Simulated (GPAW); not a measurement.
## SiC (P6_3mc): refractive index against wavelength

The refractive index of SiC (P6_3mc) along x below the direct gap (4.07 eV on the mesh) is read from one computed spectrum, n = √(Re ε). x, y and z are the Cartesian axes of the input cell.

The structure is hexagonal, space group P6_3mc (No. 186). The conventional cell has a = 3.076 Å, b = 3.076 Å, c = 5.048 Å, α = 90.00°, β = 90.00°, γ = 120.00°. Si on site b is surrounded by 4 C at 1.87 to 1.94 Å. C on site b is surrounded by 4 Si at 1.87 to 1.94 Å.

Method: GPAW 26.7.0, PBE, RPA, k-mesh 12×12×6, local fields up to 50 eV, Lorentzian half width 0.15 eV.

Launch of the response step: `OMP_NUM_THREADS=1 python df.py`. The run took 39 s, its band step included, on 1 thread of AMD EPYC 9R14 (Zen 4) (shared host).

```tsv
wavelength (nm)	photon energy E (eV)	n
1310	0.946	2.5889
1064	1.165	2.5984
850	1.459	2.6145
700	1.771	2.6365
633	1.959	2.6522
532	2.331	2.6897
450	2.755	?
```

In the single-oscillator model n² − 1 = E₀E_d/(E₀² − E²), so 1/(n² − 1) = E₀/E_d − E²/(E₀E_d) is linear in E².

Working, on the rows shown:

| x = E² (eV²) | y = 1/(n² − 1) |
| --- | --- |
| 0.895757 | 0.175365 |
| 1.35784 | 0.173862 |
| 2.12762 | 0.171362 |
| 3.13716 | 0.168035 |
| 3.83641 | 0.165723 |
| 5.43137 | 0.160398 |

Means: x̄ = 2.7977, ȳ = 0.16912. Σ(x − x̄)(y − ȳ) = -0.04707, Σ(x − x̄)² = 14.27. Slope = -0.04707 / 14.27 = -0.003299; intercept = ȳ − slope · x̄ = 0.17835. Turned back into n, the line misses the rows shown by at most 0.00027.

Task: Predict the last column of the withheld row from the fit.

Result: At x = 7.5912 the line gives y = 0.15331, that is 2.7427. The run gave 2.7448, so the extrapolation is off by 0.0021, 1.3 % of the range in the table.

Refitted with all rows, the slope is -0.003331 and the intercept 0.17843. These give E₀ = √(intercept/−slope) = 7.32 eV and E_d = E₀/intercept = 41.0 eV; E₀ is 1.8 times the direct gap. The electronic limit at long wavelengths, without lattice vibrations, is n = √(1 + 1/intercept) = 2.570. Excitons are left out; PBE gaps are as a rule too small. The values come from a sum over the points of one k-mesh and carry its error, which grows as the direct gap shrinks.

[Logs are printed without paths, hosts, clocks, repeated set-up lines and the standing remarks that a program may print on its own settings, such as how far it seeks lower states.]
